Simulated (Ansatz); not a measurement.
# A hypothetical structure for Sc2Ag3

This structure for Sc2Ag3 is made up. Its elements were placed in a known structure type with a cell scaled to their sizes. What cell does the guess relax to, and how far off was it?

Main program and level: Ansatz 0.2.0; DFT, PBEsol, plane-wave PAW, files of the set soft_1, scalar-relativistic, no spin, cell and ions relaxed at zero pressure; PAW set soft_1, in the first sound run; inputs show where later runs differ.

**1. Starting point**

It takes space group P-3m1 (No. 164, trigonal). Conventional cell: a = 4.592 Å, b = 4.592 Å, c = 5.710 Å, α = 90.00°, β = 90.00°, γ = 120.00°. Nearest to Ag lie 6 Ag at 2.84 Å. Nearest to Ag lie 5 Sc at 2.79 to 2.88 Å and 3 Ag at 2.84 Å. Nearest to Sc lie 5 Ag at 2.79 to 2.88 Å. Farther neighbours are not listed.

**2. Relaxing cell and atoms**

The guessed cell has no reason to be at equilibrium. It is relaxed with the atoms, within the space group of the guess.

input.yaml

```yaml
crystal:
  lattice:
    - [4.592, 0.0, 0.0]
    - [-2.296, 3.976788654, 0.0]
    - [0.0, 0.0, 5.71]
  atoms:
    - { symbol: Ag, position: [0.0, 0.0, 0.0] }
    - { symbol: Ag, position: [0.333333333, 0.666666667, 0.1771] }
    - { symbol: Ag, position: [0.666666667, 0.333333333, 0.8229] }
    - { symbol: Sc, position: [0.333333333, 0.666666667, 0.6725] }
    - { symbol: Sc, position: [0.666666667, 0.333333333, 0.3275] }
kpoints:
  mp_grid: { grid: [7, 7, 5] }
scf:
  occupations: { method: fermi_dirac, width: 0.05 }
hamiltonian:
  xc: pbesol
  pseudopotentials: { kind: paw, azcp: { folder: soft_1 }, xc_functional: pbe }
relax:
  f_tol: 0.015
  max_steps: 70
  cell: {}
output:
  forces: true
  stress: true
```

Command:

```bash
ansatz run input.yaml --threads 4 --pin off --max-ram 8192MiB --backend cpu --events-out ev --progress --plain --runs-dir out
```

Numbers of over 12 decimals in the logs are rounded to 6 here.

The program printed:

```text
Engine: ansatz 0.2.0, aarch64-unknown-linux-gnu
Pseudopotentials: kind: paw
Pseudopotential: Ag, paw, valence charge 19, recommended cutoff 420 eV (normal), soft_1/Ag.paw.azcp
Pseudopotential: Sc, paw, valence charge 11, recommended cutoff 420 eV (normal), soft_1/Sc.paw.azcp
Functional definition: PBEsol
  exchange = pbesol_x
  correlation = pbesol_c
Crystal: 5 atoms, lattice volume = 104.273 Å³
Basis set: ecut = 420 eV, 2065 PW (Γ), exchange–correlation on 64×64×80 points (8 copies of the dense FFT grid, shifted against one another)
Bands: 48, of which v1, the nominal top of the filled ones, is band 40 counted from 1 (39 counted from 0)
Symmetry: 12 space group operations
Space group: P-3m1 (ITA 164), of the structure as read, at distance tolerance 4.7e-5 Å
k-points: 32 of 245
Non-local potential: Ag, projectors of the file, l = 0: 3, l = 1: 2, l = 2: 2, l = 3: 1
Non-local potential: Sc, projectors of the file, l = 0: 3, l = 1: 2, l = 2: 3, l = 3: 1
PAW form: soft (Blöchl's): semilocal exchange-correlation on the pseudo side does not see the compensation charge
PAW frozen core: Ag, regenerated for the run's functional, and the local potential with it (the file was generated under x = pbe(κ = 0.804, μ = 0.219515), c = pbe(β = 0.066725))
PAW frozen core: Sc, regenerated for the run's functional, and the local potential with it (the file was generated under x = pbe(κ = 0.804, μ = 0.219515), c = pbe(β = 0.066725))
PAW one-centre angular grid: Ag, 590 points (default); XC on 64 Gauss nodes
PAW one-centre angular grid: Sc, 590 points (default); XC on 64 Gauss nodes
Initial density: superposition of atomic densities (chi_scale 0.1, normalization cell, long waves kept (reshape's long-wave potential 0.01 eV rms))
Initial wavefunctions: pseudopotential atomic-orbital guess
Functional: x = pbesol(κ = 0.804, μ = 0.123457), c = pbesol(β = 0.046)
SCF iter   1: F=—  HF=-26798.164606 eV  |F-HF|=—  |Δ(HF+E_count)|=         —  Δρ=2.01e-1  dr2=7.74e1  ethr=3.10e-3  ⟨swp⟩=3.7  Hψ=4428  notcnv=0
preconditioner: auto → Kerker (q_TF=auto, 2.605 Å⁻¹)  [metal: Δε(μ)=0.010 eV  Ē_g=3.578 eV  σ=0.050 eV  W_gap=0.05  n_scr=22 (ndim 8)  ℏωp=22.7 eV  f_vac=0.009  D(μ)=8.12/eV (n_scr^D=96)]
SCF iter   2: F=—  HF=-26792.735397 eV  |F-HF|=—  |Δ(HF+E_count)|=    5.43e0  Δρ=9.59e-2  dr2=2.20e1  ethr=3.10e-3  ⟨swp⟩=2.0  Hψ=3233  notcnv=0
SCF iter   3: F=—  HF=-26790.432618 eV  |F-HF|=—  |Δ(HF+E_count)|=    2.30e0  Δρ=3.58e-2  dr2=3.65e0  ethr=3.10e-3  ⟨swp⟩=2.3  Hψ=2651  notcnv=0
SCF iter   4: F=—  HF=-26789.878429 eV  |F-HF|=—  |Δ(HF+E_count)|=   5.54e-1  Δρ=8.86e-3  dr2=2.41e-1  ethr=3.10e-3  ⟨swp⟩=2.0  Hψ=2000  notcnv=0  defer=10
SCF iter   5: F=—  HF=-26789.836310 eV  |F-HF|=—  |Δ(HF+E_count)|=   4.21e-2  Δρ=2.84e-3  dr2=1.00e-2  ethr=3.05e-4  ⟨swp⟩=2.8  Hψ=2361  notcnv=0  defer=12
SCF iter   6: F=—  HF=-26789.835330 eV  |F-HF|=—  |Δ(HF+E_count)|=   9.80e-4  Δρ=1.22e-3  dr2=2.23e-3  ethr=1.27e-5  ⟨swp⟩=2.1  Hψ=2172  notcnv=0  defer=13
SCF iter   7: F=—  HF=-26789.834989 eV  |F-HF|=—  |Δ(HF+E_count)|=   3.41e-4  Δρ=3.36e-4  dr2=2.38e-4  ethr=2.82e-6  ⟨swp⟩=2.0  Hψ=2489  notcnv=0  defer=13
SCF iter   8: F=—  HF=-26789.834951 eV  |F-HF|=—  |Δ(HF+E_count)|=   3.77e-5  Δρ=1.23e-4  dr2=4.60e-5  ethr=3.01e-7  ⟨swp⟩=2.0  Hψ=1772  notcnv=0  defer=13
SCF iter   9: F=—  HF=-26789.834942 eV  |F-HF|=—  |Δ(HF+E_count)|=   9.18e-6  Δρ=4.34e-5  dr2=3.29e-6  ethr=5.82e-8  ⟨swp⟩=2.0  Hψ=1695  notcnv=0  defer=13
SCF iter  10: F=—  HF=-26789.834942 eV  |F-HF|=—  |Δ(HF+E_count)|=   1.87e-7  Δρ=1.13e-5  dr2=1.98e-7  ethr=4.17e-9  ⟨swp⟩=2.1  Hψ=1832  notcnv=0  defer=13
SCF iter  11: F=-26789.834942 eV  HF=-26789.834942 eV  |F-HF|=3.57e-10  |Δ(HF+E_count)|=   1.09e-8  Δρ=3.09e-6  dr2=8.44e-9  ethr=1.27e-10  ⟨swp⟩=4.0  Hψ=4772  notcnv=0
SCF 1 converged in 11 iterations: F = -26789.834942 eV  dr2 = 8.44e-9
  greatest PAW one-centre occupation: 1.002 electrons in one spin orbital (limit 2), on the Ag atom at site 2 (counted from 0), in its partial waves of l = 0
relax step   1: F+E_penalty+E_count = -26789.83494180 eV  Δ(F+E_penalty+E_count) = +0.000e0 eV  max|allowed force component| = 4.243e-1 eV/Å  Δτ_max = 0.0000 Å  P = -0.355 GPa  Ω = 104.273 Å³  (11 SCF iters, dr2 threshold 1.00e-7 eV, accepted)
Crystal: 5 atoms, lattice volume = 104.518 Å³
Initial density: handed on by an earlier stage of this run
Initial wavefunctions: those handed on with the density
iter 1 solved again at ethr=3.13e-4 eV; its pass at ethr=3.10e-3 eV (dr2=2.47e-1 eV) is discarded
SCF iter   1: F=—  HF=-26789.886073 eV  |F-HF|=—  |Δ(HF+E_count)|=         —  Δρ=8.08e-3  dr2=2.46e-1  ethr=3.13e-4  ⟨swp⟩=1.0  Hψ=6164  notcnv=0
preconditioner: auto → LDOS  [metal: Δε(μ)=0.026 eV  Ē_g=6.046 eV  σ=0.050 eV  W_gap=0.13  n_scr=22 (ndim 8)  ℏωp=22.7 eV  f_vac=0.024  D(μ)=5.36/eV (n_scr^D=52)  β→1.0]
SCF iter   2: F=—  HF=-26789.866259 eV  |F-HF|=—  |Δ(HF+E_count)|=   1.98e-2  Δρ=8.61e-3  dr2=1.23e-1  ethr=3.12e-4  ⟨swp⟩=2.8  Hψ=2572  notcnv=0
SCF iter   3: F=—  HF=-26789.833663 eV  |F-HF|=—  |Δ(HF+E_count)|=   3.26e-2  Δρ=1.90e-3  dr2=6.01e-3  ethr=1.55e-4  ⟨swp⟩=2.0  Hψ=2582  notcnv=0  defer=20
SCF iter   4: F=—  HF=-26789.832934 eV  |F-HF|=—  |Δ(HF+E_count)|=   7.29e-4  Δρ=1.42e-3  dr2=3.10e-3  ethr=7.60e-6  ⟨swp⟩=2.0  Hψ=2773  notcnv=0  defer=20
SCF iter   5: F=—  HF=-26789.832365 eV  |F-HF|=—  |Δ(HF+E_count)|=   5.69e-4  Δρ=3.34e-4  dr2=1.55e-4  ethr=3.92e-6  ⟨swp⟩=2.2  Hψ=2352  notcnv=0  defer=20
SCF iter   6: F=—  HF=-26789.832358 eV  |F-HF|=—  |Δ(HF+E_count)|=   6.90e-6  Δρ=9.54e-5  dr2=9.23e-6  ethr=1.97e-7  ⟨swp⟩=2.4  Hψ=2179  notcnv=0  defer=20
SCF iter   7: F=—  HF=-26789.832359 eV  |F-HF|=—  |Δ(HF+E_count)|=   6.96e-7  Δρ=4.59e-5  dr2=1.69e-6  ethr=1.17e-8  ⟨swp⟩=2.1  Hψ=2279  notcnv=0  defer=20
SCF iter   8: F=-26789.832358 eV  HF=-26789.832359 eV  |F-HF|=1.51e-7  |Δ(HF+E_count)|=   1.12e-7  Δρ=1.51e-5  dr2=2.27e-7  ethr=6.33e-10  ⟨swp⟩=4.0  Hψ=4823  notcnv=0
SCF 2 converged in 8 iterations: F = -26789.832358 eV  dr2 = 2.27e-7
relax step   2: F+E_penalty+E_count = -26789.83235843 eV  Δ(F+E_penalty+E_count) = +2.583e-3 eV  max|allowed force component| = 4.572e-1 eV/Å  Δτ_max = 0.1221 Å  P = +0.489 GPa  Ω = 104.518 Å³  energy of the carried Pulay correction = -6.019e-5 eV  (8 SCF iters, dr2 threshold 5.00e-7 eV, rejected (line search))
Crystal: 5 atoms, lattice volume = 104.411 Å³
iter 1 solved again at ethr=8.74e-5 eV; its pass at ethr=3.10e-3 eV (dr2=6.91e-2 eV) is discarded
SCF iter   1: F=—  HF=-26789.878002 eV  |F-HF|=—  |Δ(HF+E_count)|=         —  Δρ=4.32e-3  dr2=7.04e-2  ethr=8.74e-5  ⟨swp⟩=1.0  Hψ=4885  notcnv=0
preconditioner: auto → LDOS  [metal: Δε(μ)=0.021 eV  Ē_g=5.871 eV  σ=0.050 eV  W_gap=0.10  n_scr=22 (ndim 8)  ℏωp=22.7 eV  f_vac=0.020  D(μ)=4.84/eV (n_scr^D=40)  β→1.0]
SCF iter   2: F=—  HF=-26789.872015 eV  |F-HF|=—  |Δ(HF+E_count)|=   5.99e-3  Δρ=4.59e-3  dr2=3.42e-2  ethr=8.74e-5  ⟨swp⟩=2.1  Hψ=2490  notcnv=0
SCF iter   3: F=—  HF=-26789.862793 eV  |F-HF|=—  |Δ(HF+E_count)|=   9.22e-3  Δρ=9.96e-4  dr2=1.73e-3  ethr=4.32e-5  ⟨swp⟩=2.0  Hψ=2459  notcnv=0
SCF iter   4: F=—  HF=-26789.862549 eV  |F-HF|=—  |Δ(HF+E_count)|=   2.44e-4  Δρ=7.10e-4  dr2=7.70e-4  ethr=2.19e-6  ⟨swp⟩=2.0  Hψ=2614  notcnv=0
SCF iter   5: F=—  HF=-26789.862407 eV  |F-HF|=—  |Δ(HF+E_count)|=   1.41e-4  Δρ=1.56e-4  dr2=3.10e-5  ethr=9.75e-7  ⟨swp⟩=2.0  Hψ=2121  notcnv=0
SCF iter   6: F=—  HF=-26789.862432 eV  |F-HF|=—  |Δ(HF+E_count)|=   2.48e-5  Δρ=3.99e-5  dr2=1.51e-6  ethr=3.92e-8  ⟨swp⟩=2.1  Hψ=1878  notcnv=0
SCF iter   7: F=—  HF=-26789.862435 eV  |F-HF|=—  |Δ(HF+E_count)|=   3.47e-6  Δρ=1.39e-5  dr2=1.39e-7  ethr=1.91e-9  ⟨swp⟩=2.0  Hψ=2362  notcnv=0
SCF iter   8: F=—  HF=-26789.862435 eV  |F-HF|=—  |Δ(HF+E_count)|=   5.77e-9  Δρ=3.87e-6  dr2=1.45e-8  ethr=1.76e-10  ⟨swp⟩=2.0  Hψ=2352  notcnv=0
SCF iter   9: F=—  HF=-26789.862435 eV  |F-HF|=—  |Δ(HF+E_count)|=   1.97e-9  Δρ=2.46e-6  dr2=5.25e-9  ethr=1.84e-11  ⟨swp⟩=2.0  Hψ=2703  notcnv=0
SCF iter  10: F=—  HF=-26789.862435 eV  |F-HF|=—  |Δ(HF+E_count)|=   1.19e-9  Δρ=4.19e-7  dr2=1.30e-10  ethr=6.65e-12  ⟨swp⟩=2.1  Hψ=2147  notcnv=0
SCF iter  11: F=-26789.862435 eV  HF=-26789.862435 eV  |F-HF|=3.64e-12  |Δ(HF+E_count)|=  5.82e-11  Δρ=1.17e-7  dr2=1.19e-11  ethr=1.00e-12  ⟨swp⟩=4.0  Hψ=4777  notcnv=0
SCF 3 converged in 11 iterations: F = -26789.862435 eV  dr2 = 1.19e-11
relax step   3: F+E_penalty+E_count = -26789.86243545 eV  Δ(F+E_penalty+E_count) = -2.749e-2 eV  max|allowed force component| = 1.675e-2 eV/Å  Δτ_max = 0.0578 Å  P = -0.061 GPa  Ω = 104.411 Å³  energy of the carried Pulay correction = -3.398e-5 eV  (11 SCF iters, accepted)
Crystal: 5 atoms, lattice volume = 104.203 Å³
iter 1 solved again at ethr=1.25e-6 eV; its pass at ethr=3.10e-3 eV (dr2=9.91e-4 eV) is discarded
SCF iter   1: F=—  HF=-26789.862975 eV  |F-HF|=—  |Δ(HF+E_count)|=         —  Δρ=6.24e-4  dr2=1.03e-3  ethr=1.25e-6  ⟨swp⟩=2.0  Hψ=5757  notcnv=0
preconditioner: auto → LDOS  [metal: Δε(μ)=0.022 eV  Ē_g=5.913 eV  σ=0.050 eV  W_gap=0.11  n_scr=22 (ndim 8)  ℏωp=22.7 eV  f_vac=0.019  D(μ)=4.83/eV (n_scr^D=40)  β→1.0]
SCF iter   2: F=—  HF=-26789.862931 eV  |F-HF|=—  |Δ(HF+E_count)|=   4.39e-5  Δρ=6.45e-4  dr2=6.17e-4  ethr=1.25e-6  ⟨swp⟩=2.0  Hψ=2707  notcnv=0
SCF iter   3: F=—  HF=-26789.862762 eV  |F-HF|=—  |Δ(HF+E_count)|=   1.69e-4  Δρ=8.59e-5  dr2=1.70e-5  ethr=7.81e-7  ⟨swp⟩=2.0  Hψ=2156  notcnv=0
SCF iter   4: F=—  HF=-26789.862793 eV  |F-HF|=—  |Δ(HF+E_count)|=   3.07e-5  Δρ=6.98e-5  dr2=4.84e-6  ethr=2.15e-8  ⟨swp⟩=2.0  Hψ=2159  notcnv=0
SCF iter   5: F=—  HF=-26789.862791 eV  |F-HF|=—  |Δ(HF+E_count)|=   1.32e-6  Δρ=1.80e-5  dr2=4.54e-7  ethr=6.13e-9  ⟨swp⟩=2.0  Hψ=2496  notcnv=0
SCF iter   6: F=-26789.862791 eV  HF=-26789.862791 eV  |F-HF|=2.05e-8  |Δ(HF+E_count)|=   5.35e-8  Δρ=5.18e-6  dr2=3.36e-8  ethr=7.60e-11  ⟨swp⟩=3.0  Hψ=5202  notcnv=0
SCF 4 converged in 6 iterations: F = -26789.862791 eV  dr2 = 3.36e-8
relax step   4: F+E_penalty+E_count = -26789.86279124 eV  Δ(F+E_penalty+E_count) = -3.558e-4 eV  max|allowed force component| = 7.329e-3 eV/Å  Δτ_max = 0.0040 Å  P = +0.090 GPa  Ω = 104.203 Å³  energy of the carried Pulay correction = +1.718e-5 eV  (6 SCF iters, dr2 threshold 6.00e-8 eV, accepted)
Crystal: 5 atoms, lattice volume = 104.435 Å³
iter 1 solved again at ethr=5.76e-7 eV; its pass at ethr=3.10e-3 eV (dr2=4.55e-4 eV) is discarded
SCF iter   1: F=—  HF=-26789.862880 eV  |F-HF|=—  |Δ(HF+E_count)|=         —  Δρ=5.75e-4  dr2=5.17e-4  ethr=5.76e-7  ⟨swp⟩=2.0  Hψ=5921  notcnv=0
preconditioner: auto → LDOS  [metal: Δε(μ)=0.024 eV  Ē_g=5.920 eV  σ=0.050 eV  W_gap=0.12  n_scr=22 (ndim 8)  ℏωp=22.7 eV  f_vac=0.019  D(μ)=4.83/eV (n_scr^D=40)  β→1.0]
SCF iter   2: F=—  HF=-26789.862913 eV  |F-HF|=—  |Δ(HF+E_count)|=   3.34e-5  Δρ=7.31e-4  dr2=5.69e-4  ethr=5.76e-7  ⟨swp⟩=2.0  Hψ=2707  notcnv=0
SCF iter   3: F=—  HF=-26789.862761 eV  |F-HF|=—  |Δ(HF+E_count)|=   1.52e-4  Δρ=1.12e-4  dr2=2.52e-5  ethr=5.76e-7  ⟨swp⟩=2.0  Hψ=2132  notcnv=0
SCF iter   4: F=—  HF=-26789.862774 eV  |F-HF|=—  |Δ(HF+E_count)|=   1.28e-5  Δρ=6.58e-5  dr2=4.49e-6  ethr=3.18e-8  ⟨swp⟩=2.0  Hψ=2158  notcnv=0
SCF iter   5: F=—  HF=-26789.862773 eV  |F-HF|=—  |Δ(HF+E_count)|=   1.28e-6  Δρ=1.61e-5  dr2=3.51e-7  ethr=5.68e-9  ⟨swp⟩=2.0  Hψ=2510  notcnv=0
SCF iter   6: F=—  HF=-26789.862773 eV  |F-HF|=—  |Δ(HF+E_count)|=   1.50e-8  Δρ=8.98e-6  dr2=8.18e-8  ethr=1.01e-10  ⟨swp⟩=4.0  Hψ=4832  notcnv=0
SCF iter   7: F=-26789.862773 eV  HF=-26789.862773 eV  |F-HF|=1.33e-9  |Δ(HF+E_count)|=   1.64e-8  Δρ=2.05e-6  dr2=3.51e-9  ethr=1.01e-10  ⟨swp⟩=4.0  Hψ=4455  notcnv=0
SCF 5 converged in 7 iterations: F = -26789.862773 eV  dr2 = 3.51e-9
relax step   5: F+E_penalty+E_count = -26789.86277256 eV  Δ(F+E_penalty+E_count) = +1.868e-5 eV  max|allowed force component| = 6.854e-3 eV/Å  Δτ_max = 0.0031 Å  P = -0.092 GPa  Ω = 104.435 Å³  energy of the carried Pulay correction = -3.974e-5 eV  (7 SCF iters, dr2 threshold 7.97e-8 eV, accepted)
Crystal: 5 atoms, lattice volume = 104.318 Å³
iter 1 solved again at ethr=1.42e-7 eV; its pass at ethr=3.10e-3 eV (dr2=1.12e-4 eV) is discarded
SCF iter   1: F=—  HF=-26789.862885 eV  |F-HF|=—  |Δ(HF+E_count)|=         —  Δρ=2.84e-4  dr2=1.32e-4  ethr=1.42e-7  ⟨swp⟩=2.0  Hψ=5851  notcnv=0
preconditioner: auto → LDOS  [metal: Δε(μ)=0.023 eV  Ē_g=5.910 eV  σ=0.050 eV  W_gap=0.12  n_scr=22 (ndim 8)  ℏωp=22.7 eV  f_vac=0.019  D(μ)=4.84/eV (n_scr^D=40)  β→1.0]
SCF iter   2: F=—  HF=-26789.862901 eV  |F-HF|=—  |Δ(HF+E_count)|=   1.56e-5  Δρ=3.49e-4  dr2=1.25e-4  ethr=1.42e-7  ⟨swp⟩=2.0  Hψ=2707  notcnv=0
SCF iter   3: F=—  HF=-26789.862871 eV  |F-HF|=—  |Δ(HF+E_count)|=   2.94e-5  Δρ=5.03e-5  dr2=5.96e-6  ethr=1.42e-7  ⟨swp⟩=2.0  Hψ=2120  notcnv=0
SCF iter   4: F=—  HF=-26789.862859 eV  |F-HF|=—  |Δ(HF+E_count)|=   1.28e-5  Δρ=3.27e-5  dr2=1.08e-6  ethr=7.54e-9  ⟨swp⟩=2.0  Hψ=2156  notcnv=0
SCF iter   5: F=—  HF=-26789.862858 eV  |F-HF|=—  |Δ(HF+E_count)|=   3.02e-7  Δρ=8.57e-6  dr2=9.75e-8  ethr=1.36e-9  ⟨swp⟩=2.0  Hψ=2509  notcnv=0
SCF iter   6: F=-26789.862858 eV  HF=-26789.862858 eV  |F-HF|=1.79e-8  |Δ(HF+E_count)|=   4.49e-9  Δρ=4.59e-6  dr2=2.14e-8  ethr=4.70e-11  ⟨swp⟩=4.0  Hψ=4825  notcnv=0
SCF 6 converged in 6 iterations: F = -26789.862858 eV  dr2 = 2.14e-8
relax step   6: F+E_penalty+E_count = -26789.86285821 eV  Δ(F+E_penalty+E_count) = -8.565e-5 eV  max|allowed force component| = 1.839e-3 eV/Å  Δτ_max = 0.0017 Å  P = -0.001 GPa  Ω = 104.318 Å³  energy of the carried Pulay correction = -1.103e-5 eV  (6 SCF iters, dr2 threshold 3.71e-8 eV, accepted)
Initial wavefunctions: pseudopotential atomic-orbital guess (no wavefunctions were taken with the density)
iter 1 solved again at ethr=6.45e-8 eV; its pass at ethr=3.10e-3 eV (dr2=5.10e-5 eV) is discarded
SCF iter   1: F=—  HF=-26789.862828 eV  |F-HF|=—  |Δ(HF+E_count)|=         —  Δρ=3.68e-5  dr2=7.04e-8  ethr=6.45e-8  ⟨swp⟩=3.1  Hψ=8345  notcnv=0
preconditioner: auto → LDOS  [metal: Δε(μ)=0.023 eV  Ē_g=5.916 eV  σ=0.050 eV  W_gap=0.12  n_scr=22 (ndim 8)  ℏωp=22.7 eV  f_vac=0.019  D(μ)=4.83/eV (n_scr^D=40)  β→1.0]
SCF iter   2: F=—  HF=-26789.862866 eV  |F-HF|=—  |Δ(HF+E_count)|=   3.79e-5  Δρ=6.80e-6  dr2=4.20e-8  ethr=8.91e-11  ⟨swp⟩=2.0  Hψ=2813  notcnv=0
SCF iter   3: F=—  HF=-26789.862866 eV  |F-HF|=—  |Δ(HF+E_count)|=   9.53e-9  Δρ=3.86e-6  dr2=1.18e-8  ethr=5.32e-11  ⟨swp⟩=2.0  Hψ=2724  notcnv=0
SCF iter   4: F=—  HF=-26789.862866 eV  |F-HF|=—  |Δ(HF+E_count)|=  7.64e-10  Δρ=1.28e-6  dr2=1.42e-9  ethr=1.49e-11  ⟨swp⟩=2.5  Hψ=2180  notcnv=0
SCF iter   5: F=—  HF=-26789.862866 eV  |F-HF|=—  |Δ(HF+E_count)|=  9.46e-11  Δρ=2.86e-7  dr2=8.43e-11  ethr=1.79e-12  ⟨swp⟩=2.0  Hψ=2035  notcnv=0
SCF iter   6: F=-26789.862866 eV  HF=-26789.862866 eV  |F-HF|=7.28e-12  |Δ(HF+E_count)|=  1.46e-11  Δρ=9.95e-8  dr2=1.42e-11  ethr=1.00e-12  ⟨swp⟩=4.0  Hψ=4791  notcnv=0
SCF 7 converged in 6 iterations: F = -26789.862866 eV  dr2 = 1.42e-11
relax step   7: F+E_penalty+E_count = -26789.86286578 eV  Δ(F+E_penalty+E_count) = -7.568e-6 eV  max|allowed force component| = 1.875e-3 eV/Å  Δτ_max = 0.0000 Å  P = -0.000 GPa  Ω = 104.318 Å³  stress off target by 4.58e-3 GPa  SCF on the basis re-selected at this cell (its energy is not comparable with the rows above)  (6 SCF iters)
basis re-selected at this cell: Δ(F+E_penalty+E_count) = -7.568e-6 eV, ΔP = +0.001 GPa vs the last step (what re-selecting the basis moved, of the pressure what is left beyond the Pulay correction that the steps carried, after the strain that the cell walked since its last selection, with what the two solves' SCF thresholds leave and, on support functions, any second-order correction that the steps lacked; it is no m [...]
SCF converged after 6 iterations
Free energy (F): -26789.862866 eV
Harris-Foulkes:  -26789.862866 eV  (|F-HF|=7.28e-12)
Internal energy: -26789.822336 eV  (E = F + TS)
E sigma→0 (E₀):  -26789.842601 eV
Entropy (-TS):   -0.040530 eV (-8.106 meV/atom)
Fermi energy:    12.777243 eV
--- Per-component energies (eV) ---
  E_band       = -1268.549657
  E_kinetic    = 1813.673258
  E_local      = -10404.147657  (includes V_loc(G=0)·N_el)
  E_nonlocal   = 387.801922
  E_hartree    = 4794.081938
  E_xc         = -644.958657
  E_vxc        = -813.655178  (∫ρ·V_xc dr)
  E_paw        = -13593.940017  (= ΣΔE_a)
  E_vpaw       = -1840.387380  (= ΣTr[D̂ρ^β])
  E_aug_tail   = 0.001150  (compensation charges beyond the density's cutoff)
  E_ewald      = -9143.560543
  E_core_change = 1.226271  (= ΣΔE_core)
  E_smearing   = -0.040530  (= −TS)
  E_closure    = -0.000000  (closes the sum)
  Σ components = -26789.862866   (vs F -26789.862866, Δ=0.00e0)
--- Forces (eV/Å), atoms counted from 1 ---
  atom   1  Ag    -0.00000000     0.00000000     0.00000000
  atom   2  Ag     0.00000000    -0.00000000     0.00187490
  atom   3  Ag    -0.00000000     0.00000000    -0.00187490
  atom   4  Sc    -0.00000000    -0.00000000    -0.00056571
  atom   5  Sc     0.00000000     0.00000000     0.00056571
  max |Σ_I F_I| component: 3.70e-17 eV/Å
--- Stress (GPa, compression-positive) ---
       -0.002989      -0.000000       0.000000
       -0.000000      -0.002989      -0.000000
        0.000000      -0.000000       0.004578
  P = ⅓ Tr σ = -0.0005 GPa (-0.005 kbar)
--- Relaxed structure (6 steps of the walk, 5 accepted, 1 SCFs on fresh bases) ---
  F+E_penalty+E_count = -26789.86286578 eV   max|allowed force component| = 1.875e-3 eV/Å   (the final SCF, on the basis selected at the relaxed cell)
  cell:  # Å, volume = 104.3176 Å³
    - [4.568750, 0, 1.8950263178866603e-18]
    - [-2.284375, 3.956653, -9.475131589433304e-19]
    - [2.3564024989928507e-18, 0, 5.770748]
  atoms:
    - { symbol: Ag, position: [0, 0, 4.860871386274767e-19] }
    - { symbol: Ag, position: [0.333333, 0.666667, 0.176618] }
    - { symbol: Ag, position: [0.666667, 0.333333, 0.823382] }
    - { symbol: Sc, position: [0.333333, 0.666667, 0.681732] }
    - { symbol: Sc, position: [0.666667, 0.333333, 0.318268] }
```

Elapsed: 16 s, on 4 threads of Arm Neoverse V1, shared host; peak memory 0.52 GiB; 62 s of CPU time.

Step by step:

| step | energy less that of the first step (eV) | largest force component (eV/Å) | pressure (GPa) | volume (Å³) |
| --- | --- | --- | --- | --- |
| 1 | 0.0000 | 0.4243 | -0.36 | 104.27 |
| 2 | 0.0026 | 0.4572 | 0.49 | 104.52 |
| 3 | -0.0275 | 0.0168 | -0.06 | 104.41 |
| 4 | -0.0278 | 0.0073 | 0.09 | 104.20 |
| 5 | -0.0278 | 0.0069 | -0.09 | 104.43 |
| 6 | -0.0279 | 0.0018 | 0.00 | 104.32 |
| 7* | -0.0279 | 0.0019 | 0.00 | 104.32 |

Relaxation steps marked * repeat the geometry before them on a plane-wave basis chosen anew for their cell, so energy and pressure can jump there. Relaxation step 2 was tried and not accepted.

The run keeps the 12 symmetry operations that it works with, so distortions that break them were not tested.

| conventional cell, symmetrised | before | after | change |
| --- | --- | --- | --- |
| a (Å) | 4.592 | 4.569 | -0.5 % |
| b (Å) | 4.592 | 4.569 | -0.5 % |
| c (Å) | 5.710 | 5.771 | +1.1 % |
| volume (Å³/atom) | 20.85 | 20.86 | +0.0 % |

The atoms that moved most (Å, as changes of fractional coordinates times the final cell):

| atom | dx | dy | dz | length |
| --- | --- | --- | --- | --- |
| Sc5 | 0.000 | 0.000 | -0.053 | 0.053 |
| Sc4 | 0.000 | 0.000 | 0.053 | 0.053 |

Final coordinates:

```xyz
5
Lattice="4.5687 0.0000 0.0000 -2.2844 3.9567 0.0000 0.0000 0.0000 5.7707" Properties=species:S:1:pos:R:3 pbc="T T T"
Ag    0.0000    0.0000    0.0000
Ag    0.0000    2.6378    1.0192
Ag    2.2844    1.3189    4.7515
Sc    0.0000    2.6378    3.9341
Sc    2.2844    1.3189    1.8366
```

Numbers from this step:

- free energy: -26789.8629 eV
- energy at zero smearing: -26789.8426 eV
- smearing term TS: 0.04053 eV
- Fermi energy: 12.78 eV
- electrons: 79
- symmetry operations: 12
- pressure: -4.67e-4 GPa

(Continued in part 2 of 2.)

[Logs are printed without paths, hosts, clocks, repeated set-up lines and the standing remarks that a program may print on its own settings, such as how far it seeks lower states.]

[Hosts, paths, dates, database ids (printed as entryN), source tags and the programs' standing remarks are cut or masked in the printed files.]
